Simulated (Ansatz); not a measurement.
# A hypothetical structure for CuWN2, part 2 of 2

Starting from a made-up structure for CuWN2, the aim is the relaxed cell, its shortest contacts and, where a second run follows, its electronic structure.

Ansatz 0.2.0; DFT, PBEsol, plane-wave PAW, files of the set soft_1, scalar-relativistic, ferromagnetic start, cell and ions relaxed at zero pressure; PAW set soft_1 (the session's first sound run).

So far: Set-up; Relaxation of the guess. The relaxed cell has a = 2.933, c = 18.145 Å (conventional setting).

## (3) Electronic structure of the relaxed cell

A second self-consistent run takes a narrower smearing and the mesh shown in its input; the bands follow along the standard path of the relaxed lattice.

This step: DFT, PBEsol, plane-wave PAW, files of the set soft_1, scalar-relativistic, no spin, bands and density of states at the relaxed cell; PAW set soft_1 (Ansatz 0.2.0).

input.yaml

```yaml
crystal:
  lattice:
    - [1.4664334486, 0.8466457463, 6.0482236372]
    - [-1.4664334486, 0.8466457463, 6.0482236372]
    - [0.0, -1.6932914926, 6.0482236372]
  atoms:
    - { symbol: W, position: [0.5, 0.5, 0.5] }
    - { symbol: Cu, position: [0.0, 0.0, 0.0] }
    - { symbol: "N", position: [0.8984046506, 0.8984046506, 0.8984046506] }
    - { symbol: "N", position: [0.1015953494, 0.1015953494, 0.1015953494] }
kpoints:
  mp_grid: { grid: [12, 12, 12] }
  band_path:
    path:
      - [[0.0, 0.0, 0.0], [0.5, 0.0, 0.0], [0.5, 0.17973008, -0.17973008]]
      - [[0.82026992, 0.5, 0.17973008], [0.5, 0.5, 0.5], [0.0, 0.0, 0.0], [0.33986504, 0.0, -0.33986504]]
      - [[0.66013496, 0.33986504, 0.0], [0.5, 0.5, 0.0], [0.66013496, 0.66013496, 0.17973008], [0.5, 0.5, 0.5]]
      - [[0.5, 0.0, 0.0], [0.82026992, 0.33986504, 0.33986504]]
    npoints: 8
scf:
  occupations: { method: fermi_dirac, width: 0.03 }
  n_extra_bands: 8
hamiltonian:
  xc: pbesol
  pseudopotentials: { kind: paw, azcp: { folder: soft_1 }, xc_functional: pbe }
output:
  forces: true
  stress: true
  write_bands: true
  dos: { projected: true }
  write_density: true
  write_potential: true
  elf: true
  volumetric_format: npy
```

Launch:

```
> ansatz run input.yaml --threads 4 --pin off --max-ram 8192MiB --backend cpu --events-out ev --progress --plain --runs-dir out
```

Numbers of over 12 decimals in the logs are rounded to 6 here.

Output:

```text
[...]
Crystal: 4 atoms, lattice volume = 45.055 Å³
Basis set: ecut = 420 eV, 873 PW (Γ), FFT grids on a1−a2, a2, −a2+a3, exchange–correlation on 40×90×40 points (8 copies of the dense FFT grid, shifted against one another)
Bands: 30, of which v1, the nominal top of the filled ones, is band 22 counted from 1 (21 counted from 0)
Symmetry: 12 space group operations
[...]
k-points: 189 of 1728
[...]
SCF iter   1: F=—  HF=-17606.906764 eV  |F-HF|=—  |Δ(HF+E_count)|=         —  Δρ=1.35e-1  dr2=1.71e1  ethr=3.10e-3  ⟨swp⟩=5.2  Hψ=20349  notcnv=0
[...]
SCF iter  11: F=-17603.819653 eV  HF=-17603.819653 eV  |F-HF|=2.08e-8  |Δ(HF+E_count)|=   2.76e-9  Δρ=8.18e-6  dr2=2.05e-8  ethr=2.33e-10  ⟨swp⟩=14.9  Hψ=35148  notcnv=0
SCF 1 converged in 11 iterations: F = -17603.819653 eV  dr2 = 2.05e-8
[...]
NSCF: frozen V_eff on 76 k-points
SCF converged after 11 iterations
Free energy (F): -17603.819653 eV
[...]
Internal energy: -17603.814382 eV  (E = F + TS)
E sigma→0 (E₀):  -17603.817017 eV
Entropy (-TS):   -0.005271 eV (-1.318 meV/atom)
Fermi energy:    14.662599 eV
[...]
--- Forces (eV/Å), atoms counted from 1 ---
  atom   1  W     -0.00000000     0.00000000    -0.00000000
  atom   2  Cu     0.00000000    -0.00000000     0.00000000
  atom   3  N      0.00000000    -0.00000000     0.03141781
  atom   4  N     -0.00000000     0.00000000    -0.03141781
  max |Σ_I F_I| component: 6.94e-18 eV/Å
--- Stress (GPa, compression-positive) ---
       -0.126272      -0.000000       0.000000
        0.000000      -0.126272      -0.000000
        0.000000       0.000000       0.399748
  P = ⅓ Tr σ = 0.0491 GPa (0.491 kbar)
--- Band table (eV; the first three rows and the last of 189) ---
  k-point 0: bands = [... 18 lower, 12.4344, 13.4266, 13.4266, 13.9485, 14.6343, 14.6343, 19.0814, 20.8280, ... 4 higher]
  k-point 1: bands = [... 18 lower, 12.4267, 12.7666, 12.9852, 14.0412, 14.9096, 15.1434, 19.2112, 20.4477, ... 4 higher]
  k-point 2: bands = [... 18 lower, 12.4415, 12.6240, 12.6867, 14.2155, 15.1983, 15.9090, 19.3873, 20.0838, ... 4 higher]
  k-point 188: bands = [... 18 lower, 12.2815, 14.2946, 14.2946, 14.5602, 14.5602, 15.9622, 18.8982, 20.4812, ... 4 higher]
```

Run time: 8.6 s. Hardware: 4 threads of Intel Xeon Platinum 8259CL at 2.50GHz (Skylake/Cascade Lake), shared host; peak memory 0.57 GiB.

Reading the cycles: dr2 is the Hartree energy of the density residual (eV), the measure of convergence; HF is the Harris–Foulkes estimate of the energy, which meets the free energy F at convergence.

This step gave:

| Quantity | Value |
| --- | --- |
| free energy | -17603.8197 eV |
| energy at zero smearing | -17603.8170 eV |
| smearing term TS | 0.005271 eV |
| Fermi energy | 14.66 eV |
| pressure | 0.04907 GPa |

From bands.tsv, the bands that come nearest the Fermi level along the path, at its corners, in eV from the Fermi level:

```
point  band 19  band 20  band 21  band 22  band 23  band 24  band 25  band 26
    Γ    -2.23    -1.24    -1.24    -0.71    -0.03    -0.03     4.42     6.17
    L    -1.69    -1.30    -0.94    -0.57     2.63     2.63     3.38     6.44
   B1    -2.19    -1.61    -0.98     1.10     1.83     2.09     4.79     4.99
    B    -2.19    -1.61    -0.98     1.10     1.83     2.09     4.79     4.99
    Z    -2.38    -0.37    -0.37    -0.10    -0.10     1.30     4.24     5.82
    Γ    -2.23    -1.24    -1.24    -0.71    -0.03    -0.03     4.42     6.17
    X    -2.21    -1.57    -0.98     1.11     1.91     2.02     4.73     4.98
    Q    -2.21    -1.57    -0.98     1.11     1.91     2.02     4.73     4.98
    F    -2.11    -1.72    -1.68    -0.01     2.63     2.85     3.27     6.35
   P1    -1.72    -1.58    -1.53    -0.18     2.62     2.73     3.38     6.49
    Z    -2.38    -0.37    -0.37    -0.10    -0.10     1.30     4.24     5.82
    L    -1.69    -1.30    -0.94    -0.57     2.63     2.63     3.38     6.44
    P    -1.72    -1.58    -1.53    -0.18     2.62     2.73     3.38     6.49
```

Valence density in the ac plane of the conventional cell at fractional y = 0.000, with atoms of W and Cu and N within 0.2 Å of it. It is the smooth field of the valence electrons, not physical close to the nuclei.

Ten steps, logarithmic in the rise over the least value, from '0' (0 e/Å³) to '9' (36 e/Å³), each cell a mean:
```
87531000001368
33211000001233
44432110112344
22211222221122
00011222221100
00001122111000
00000001000000
00000111110000
00000111110000
00000011100000
22111111111112
55542111113455
55432111112455
11111111111111
00000000000000
00000111110000
00000111110000
00000011100000
00001122211000
00111222221100
33221122211223
54431100012344
33210000001123
98631000002479
```
Columns run along a (2.9 Å), rows up along c (18.1 Å), edges of the conventional cell, whose origin can differ from the input's. Atoms in or near the plane, at fractional coordinates: W at (0.00, 0.50), Cu at (0.00, 0.00), N at (0.00, 0.90), N at (0.00, 0.10).

ELF in the ac plane of the conventional cell at fractional y = 0.000, with atoms of W and Cu and N within 0.2 Å of it. It is the smooth field of the valence electrons, not physical close to the nuclei.

Ten even steps from '0' (0.03) to '9' (0.77), each cell a mean:
```
43211111111123
77775210135777
46997421258985
66543233333466
12222344432221
00135778764210
00012334332100
11111111111111
11111111111111
00123455442110
33335688864333
56763334334776
66753345434676
22235788864322
00012333332100
11111111111111
11111111111111
00013455542100
00135677764310
22222334332222
77754333334677
46998421258985
66653200124566
64211111111124
```
Columns run along a (2.9 Å), rows up along c (18.1 Å), edges of the conventional cell, whose origin can differ from the input's. Atoms in or near the plane, at fractional coordinates: W at (0.00, 0.50), Cu at (0.00, 0.00), N at (0.00, 0.90), N at (0.00, 0.10).

Electrostatic potential energy in the ac plane of the conventional cell at fractional y = 0.000, with atoms of W and Cu and N within 0.2 Å of it. With pseudopotentials it is smooth inside the atoms' cores, unlike the true potential.

Values in eV, 24 rows by 14 columns, each cell a mean:
```
-29 -27 -20  -5   9  15  17  17  16  14   6  -9 -22 -28
-11  -7   2  12  16  17  18  18  18  17  15  10   0  -8
-34 -31 -20   0  12  13  13  12  13  13  10  -5 -23 -32
  5   7   8   8   4  -2  -7  -8  -6  -1   5   8   8   6
 15  14  13  10   6   1  -3  -4  -2   2   7  11  13  14
 18  18  17  16  15  14  13  12  13  14  16  17  17  18
 18  18  18  18  17  17  16  16  16  17  17  18  18  18
 18  17  17  16  13  10   6   5   7  11  14  16  17  18
 18  18  17  16  14  12   9   8  10  12  15  16  17  18
 17  18  18  18  17  17  16  16  16  17  17  18  18  18
 -1   0   4   8  12  13  14  14  14  13  11   7   3   0
-31 -31 -30 -22  -7   5  10  12  10   3 -11 -25 -30 -31
-29 -28 -25 -16  -3   7  11  12  11   5  -6 -19 -26 -29
  7   8  10  12  14  14  14  14  15  15  14  12  10   8
 18  18  18  18  17  17  16  16  16  17  17  18  18  18
 18  17  17  15  13  10   6   5   7  11  14  16  17  18
 18  18  17  16  14  12   9   8  10  12  15  16  17  18
 18  18  18  18  17  17  16  16  16  17  18  18  18  18
 17  17  17  15  14  12  11  10  11  13  14  16  17  17
 14  13  12   9   4  -2  -7  -9  -6  -1   5  10  12  14
 -4  -1   4   7   6   2  -2  -4  -2   2   7   7   3  -2
-35 -33 -21   0  13  15  15  15  15  15  11  -5 -24 -33
 -6  -2   5  13  16  17  18  18  18  17  15  11   4  -3
-34 -33 -28 -12   5  14  16  17  16  13   2 -17 -29 -33
```
Columns run along a (2.9 Å; values clipped at the 3rd and 97th percentile), rows up along c (18.1 Å), edges of the conventional cell, whose origin can differ from the input's. Atoms in or near the plane, at fractional coordinates: W at (0.00, 0.50), Cu at (0.00, 0.00), N at (0.00, 0.90), N at (0.00, 0.10).

## (4) Results

```
space group, relaxed : R-3m
conventional cell    : a = 2.933, b = 2.933, c = 18.145 Å; α = 90.0°, β = 90.0°, γ = 120.0°
volume per atom      : 11.26 Å³ (guess 14.49)
total moment         : 0.00 μB in the cell of 4 atoms
```

CuWN2 relaxes to R-3m with a = 2.933, b = 2.933 and c = 18.145 Å. The guessed volume was 29 % too large. The space group R-3m was held in the relaxation, so the end point is a stationary structure within it and may be a saddle against distortions or other arrangements. The moments died out from this one start and weren't seeded again at the relaxed cell. Bands cross the Fermi level, so it is a metal or semimetal at this level. The electron count is odd, which forces that without spin polarisation or a larger cell. On the 12×12×12 mesh with the narrower smearing (relaxed on 9×9×9) the largest force component is 0.031 eV/Å and the largest stress component is 0.400 GPa, against the relaxation's thresholds of 0.015 eV/Å and 0.05 GPa. The cutoff wasn't tested. Spin-orbit coupling is left out, which can matter for elements this heavy. No dispersion term is used, so weakly bound directions may come out too long. Nothing here tests whether the compound is stable against decomposition.

[Logs are printed without paths, hosts, clocks, repeated set-up lines and the standing remarks that a program may print on its own settings, such as how far it seeks lower states.]

[Hosts, paths, dates, database ids (printed as entryN), source tags and the programs' standing remarks are cut or masked in the printed files.]
